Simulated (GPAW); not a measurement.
# Geometry or basis: what sets the conductance of a C6 chain between two Ir chains, part 3 of 3

How well does a C6 chain between two Ir chains conduct once its atoms have relaxed, and how much do cheaper levels lose?

GPAW 26.7.0; GPAW LCAO, PAW setups; relaxation of the junction within the symmetry of its start, lead ends held (the session's first sound run).

So far, transmission at the Fermi level (one spin): step 3 (GPAW, dzp, PBE, GPAW) 1.99; step 4 (GPAW, szp: basis = "szp(dzp)", PBE, GPAW) 1.97; step 5 (minimal basis, PBE, GPAW) 1.95; step 6 (RPBE in the dzp basis: xc = "RPBE") 1.99; step 7 (the structure as built: geometry = "as built", PBE, GPAW) 1.88.

### 10. SCF mesh 1×1×1

The SCF mesh sets the Fermi level of the repeated cell.

This step: GPAW LCAO, PAW setups; Landauer transmission from Green's functions with principal layers (ASE), zero bias (GPAW 26.7.0).

The input, run.py:

```python
import json
import numpy as np
from ase import Atoms
from ase.transport.calculators import TransportCalculator
from gpaw import GPAW, FermiDirac
from gpaw.lcao.tools import get_lcao_hamiltonian
from scipy.linalg import eigh

# The junction with lead layers at both ends, along the third cell vector
device = Atoms(
    ['Ir', 'Ir', 'Ir', 'Ir', 'Ir', 'Ir', 'Ir', 'Ir', 'C', 'C', 'C', 'C', 'C', 'C', 'Ir', 'Ir', 'Ir', 'Ir', 'Ir', 'Ir', 'Ir', 'Ir'],
    positions=[
        [4.50000, 4.50000, 1.15000],
        [4.50000, 4.50000, 3.45000],
        [4.50000, 4.50000, 5.75000],
        [4.50000, 4.50000, 8.05000],
        [4.50000, 4.50000, 10.35000],
        [4.50000, 4.50000, 12.65000],
        [4.50000, 4.50000, 14.95000],
        [4.50000, 4.50000, 17.20628],
        [4.50000, 4.50000, 19.00488],
        [4.50000, 4.50000, 20.28111],
        [4.50000, 4.50000, 21.56074],
        [4.50000, 4.50000, 22.82626],
        [4.50000, 4.50000, 24.10589],
        [4.50000, 4.50000, 25.38212],
        [4.50000, 4.50000, 27.18072],
        [4.50000, 4.50000, 29.43700],
        [4.50000, 4.50000, 31.73700],
        [4.50000, 4.50000, 34.03700],
        [4.50000, 4.50000, 36.33700],
        [4.50000, 4.50000, 38.63700],
        [4.50000, 4.50000, 40.93700],
        [4.50000, 4.50000, 43.23700]],
    cell=[[9.0, 0.0, 0.0], [0.0, 9.0, 0.0], [0.0, 0.0, 44.387]],
    pbc=True)

# One principal layer of the lead: the first 5 atoms of the device
lead = Atoms(
    ['Ir', 'Ir', 'Ir', 'Ir', 'Ir'],
    positions=[
        [4.50000, 4.50000, 1.15000],
        [4.50000, 4.50000, 3.45000],
        [4.50000, 4.50000, 5.75000],
        [4.50000, 4.50000, 8.05000],
        [4.50000, 4.50000, 10.35000]],
    cell=[[9.0, 0.0, 0.0], [0.0, 9.0, 0.0], [0.0, 0.0, 11.5]],
    pbc=True)

settings = dict(mode='lcao', basis='dzp', xc='PBE', h=0.2,
                occupations=FermiDirac(0.1), maxiter=250,
                mixer=dict(beta=0.1, nmaxold=8, weight=100.0),
                convergence=dict(density=0.0001))
energies = np.arange(-2, 2 + 1e-9, 0.025)
eta = 0.0001
n1, n2 = 1, 1
# k and -k transmit alike, so half of the mesh across the current serves
mesh = [(i, j) for i in range(n1) for j in range(n2) if (i, j) <= (-i % n1, -j % n2)]
weights = np.array([1 if (i, j) == (-i % n1, -j % n2) else 2 for i, j in mesh]) / (n1 * n2)


def ground_state(atoms, size, txt):
    atoms.calc = GPAW(kpts={'size': size, 'gamma': True}, symmetry={'tolerance': 1e-3}, txt=txt, **settings)
    atoms.get_potential_energy()
    return atoms.calc.get_fermi_level()


def blocks(atoms, fermi, points, nz, cells):
    """H - E_F S and S between cell 0 and the cells above it, at each point across the current."""
    kz = np.arange(nz) / nz
    calc = atoms.calc.fixed_density(kpts=[(*k, z) for k in points for z in kz], symmetry='off', txt=None)
    H, S = get_lcao_hamiltonian(calc)
    H = (H - fermi * S).reshape(len(H), len(points), nz, *S.shape[1:])
    S = S.reshape(H.shape[1:])
    phases = [np.exp(-2j * np.pi * kz * R) / nz for R in cells]
    return [(np.einsum('skzij,z->ksij', H, p), np.einsum('kzij,z->kij', S, p)) for p in phases]


def pair(a, b):
    return np.block([[a, b], [b.T.conj(), a]])


def count_channels(h, s, cells, nk=240):
    """Half the number of times that the lead's bands cross each energy, unfolded to its shortest repeat."""
    b = len(h) // cells
    bands = []
    for k in (np.arange(nk + 1) + 0.5) / nk:
        hk, sk = h[:b, :b].copy(), s[:b, :b].copy()
        for R in range(1, cells):
            phase, block = np.exp(2j * np.pi * k * R), slice(R * b, (R + 1) * b)
            hk += h[:b, block] * phase + (h[:b, block] * phase).T.conj()
            sk += s[:b, block] * phase + (s[:b, block] * phase).T.conj()
        w, u = eigh(sk)
        x = u[:, w > 1e-5] / w[w > 1e-5]**0.5  # drop near-dependent combinations
        bands.append(np.r_[eigh(x.T.conj() @ hk @ x, eigvals_only=True), [1e9] * (w <= 1e-5).sum()])
    below = np.array(bands)[:, :, None] < energies
    return (below[1:] != below[:-1]).sum((0, 1)) / 2


fermi_lead = ground_state(lead, (1, 1, 10), 'lead.txt')
fermi_device = ground_state(device, (1, 1, 1), 'device.txt')
T, channels, eigen, tail, misfit, shifts = [], [], [], 0.0, 0.0, []
for first in range(0, len(mesh), 229):
    points = [(i / n1, j / n2) for i, j in mesh[first:first + 229]]
    (H0k, S0k), (H1k, S1k), (H2k, _) = blocks(lead, fermi_lead, points, 5, range(3))
    [(Hk, Sk)] = blocks(device, fermi_device, points, 2, [0])
    tail = max(tail, abs(H2k).max())
    for H0, S0, H1, S1, H, S in zip(H0k, S0k, H1k, S1k, Hk, Sk):
        n = len(S0)
        # Shift the lead onto the potential of the device's first layer
        shift = ((H[:, 0, 0] - H0[:, 0, 0]) / S0[0, 0]).real.mean()
        shifts.append(shift)
        misfit = max(misfit, abs(H[:, :n, :n] - H0 - shift * S0).max())
        Tk, Ck, Ek = [], [], []
        for s in range(len(H)):
            t = s % len(H0)  # a lead without moments serves both spins
            h1, s1 = pair(H0[t] + shift * S0, H1[t] + shift * S1), pair(S0, S1)
            leads = dict(h1=h1, s1=s1, energies=energies, eta=eta, eta1=eta, eta2=eta)
            calc = TransportCalculator(h=H[s], s=S, eigenchannels=3, **leads)
            Tk.append(calc.get_transmission())
            Ek.append(np.sort(calc.eigenchannels_ne, axis=0)[::-1])
            Ck.append(count_channels(h1, s1, 10))
        T.append(Tk)
        channels.append(Ck)
        eigen.append(Ek)
T, channels = np.array(T), np.array(channels)
mean, open_channels = np.einsum('kse,k->se', T, weights), np.einsum('kse,k->se', channels, weights)

print(f'basis functions: device {len(S)}, principal layer {n}')
print(f'Fermi level: lead {fermi_lead:.4f} eV, device {fermi_device:.4f} eV; lead shifted by {np.mean(shifts):.4f} eV')
print(f'largest coupling past the next layer {tail:.2e} eV, largest misfit of the first layer {misfit:.3f} eV')
print('  E-E_F (eV)   ' + 'T (one spin)  channels')
for e, t, c in zip(energies, mean.T, open_channels.T):
    print(f'{e:10.3f}  ', *[f'{x:11.4e}' for x in t], *[f'{x:9.4f}' for x in c])

kT = 8.617333e-5 * 300
fine = np.linspace(energies[0], energies[-1], 4001)
both = np.exp(np.interp(fine, energies, np.log(np.maximum(mean.sum(0) * 2 / len(mean), 1e-30))))
fermi = lambda mu: 1 / (1 + np.exp(np.clip((fine - mu) / kT, -200, 200)))
slope = fermi(0) * (1 - fermi(0)) / kT
G = np.trapezoid(both * slope, fine) / 2
seebeck = -np.trapezoid(both * slope * fine, fine) / (2 * G * 300) * 1e6
print(f'conductance at 300 K: {G:.5g} G0 a cell; thermopower {seebeck:.4g} uV/K')
bias = [0.1, 0.2, 0.5, 1.0, 1.5, 2.0]
current = [38.74 * np.trapezoid(both * (fermi(V / 2) - fermi(-V / 2)), fine) for V in bias]
for V, I in zip(bias, current):
    print(f'current from the zero-bias T(E) at {V} V: {I:.5g} uA')
zero = abs(energies).argmin()
json.dump(dict(energies=energies.tolist(), T=mean.tolist(), channels=open_channels.tolist(), G=G, seebeck=seebeck,
               bias=bias, current=current, tail=tail, misfit=misfit, shift=np.mean(shifts), n_device=len(S), n_lead=n,
               fermi=[fermi_lead, fermi_device], energy=device.get_potential_energy(),
               moments=device.get_magnetic_moments().tolist(), mesh=mesh, weights=weights.tolist(),
               T_k=T[:, :, zero].tolist(), eigen=np.array(eigen[0]).tolist()), open('result.json', 'w'))
```

The run is started by

```sh
OMP_NUM_THREADS=1 OPENBLAS_NUM_THREADS=1 python run.py
```

Output:

```text
basis functions: device 510, principal layer 135
Fermi level: lead -3.8817 eV, device -4.0529 eV; lead shifted by 0.0384 eV
largest coupling past the next layer 1.48e-06 eV, largest misfit of the first layer 0.100 eV
  E-E_F (eV)   T (one spin)  [channel counts left out]
    -2.000    1.8258e+00
    -1.975    1.8274e+00
    -1.950    1.8294e+00
    -1.925    1.8319e+00
    -1.900    1.8347e+00
    -1.875    1.8380e+00
    -1.850    1.8416e+00
    -1.825    1.8455e+00
    -1.800    1.8496e+00
    -1.775    1.8540e+00
    -1.750    1.8585e+00
    -1.725    1.8630e+00
    -1.700    1.8676e+00
    -1.675    1.8722e+00
    -1.650    1.8768e+00
    -1.625    1.8813e+00
[...]
1.825    7.6732e-01
     1.850    6.7587e-01
     1.875    5.7262e-01
     1.900    4.5527e-01
     1.925    3.2111e-01
     1.950    1.6695e-01
     1.975    2.2629e-05
     2.000    1.4784e-05
conductance at 300 K: 1.9961 G0 a cell; thermopower 0.01539 uV/K
current from the zero-bias T(E) at 0.1 V: 15.466 uA
current from the zero-bias T(E) at 0.2 V: 30.93 uA
current from the zero-bias T(E) at 0.5 V: 77.302 uA
current from the zero-bias T(E) at 1.0 V: 154.4 uA
current from the zero-bias T(E) at 1.5 V: 231.04 uA
current from the zero-bias T(E) at 2.0 V: 306.56 uA
```

Run time: 3.2 min. Hardware: 1 thread of Arm Neoverse V2, shared host; peak memory 1.6 GiB.

The run finished with changed settings (scf_mesh = [1, 1, 1]); it serves as a test.

Side by side:

```csv
quantity,this run,sound run,difference
conductance (G₀),1.9961,1.9912,0.00491
largest misfit of the first principal layer (eV),0.10049,0.10201,-0.00151
shift that aligns the lead (eV),0.038431,-0.0034838,0.0419
transmission at the Fermi level (one spin),1.9962,1.9913,0.00486
```

One result that differs is the shift that aligns the lead, 0.0384 eV against -0.00348 eV.

### 11. Outcome

| Quantity | Value |
| --- | --- |
| conductance | 1.99 G₀ |
| transmission at the Fermi level, mean of the spins | 1.99 |

What this shows: In the dzp basis the junction conducts 1.99 G₀ at 300 K, with T = 1.99 a spin at the Fermi level; the sz basis reaches that conductance within 10 %. Relaxation moved atoms by up to 0.044 Å and took the conductance from 1.88 to 1.99 G₀, as a ratio a larger change than the step from dzp to the minimal basis. At the Fermi level two eigenchannels carry the current (1.00 and 1.00). Measured against the first run (dzp), the nearest curve is that of dzp-RPBE (r.m.s. 0.0023) and the farthest that of asbuilt (0.30). Over the compared runs wall time goes from 98 s (sz) to 244 s (asbuilt), on a shared host. The leads kept an estimated spacing and the cell its length, so the junction may be under some tension or compression. The geometry comes from the orbital basis, which tends to overbind, and kept the symmetry of the start, so a structure of lower symmetry may lie lower. The run had no spin polarisation, so a magnetic state, which chains and small molecules with open shells often have, wasn't tested. Spin-orbit coupling is left out, which matters for the heavy atoms here. An evenly spaced straight chain is an idealisation: free chains tend to dimerise, zigzag or, where a band edge lies near the Fermi level, turn magnetic. The currents use the zero-bias T(E) throughout, which holds only while the bias is small against the distance to the nearest feature. The thermopower isn't quoted: it samples T(E) farther from the Fermi level than the conductance does, and the energy grid wasn't tested for it.

[Logs are printed without paths, hosts, clocks, repeated set-up lines and the standing remarks that a program may print on its own settings, such as how far it seeks lower states.]

[Hosts, paths, dates, database ids (printed as entryN), source tags and the programs' standing remarks are cut or masked in the printed files.]
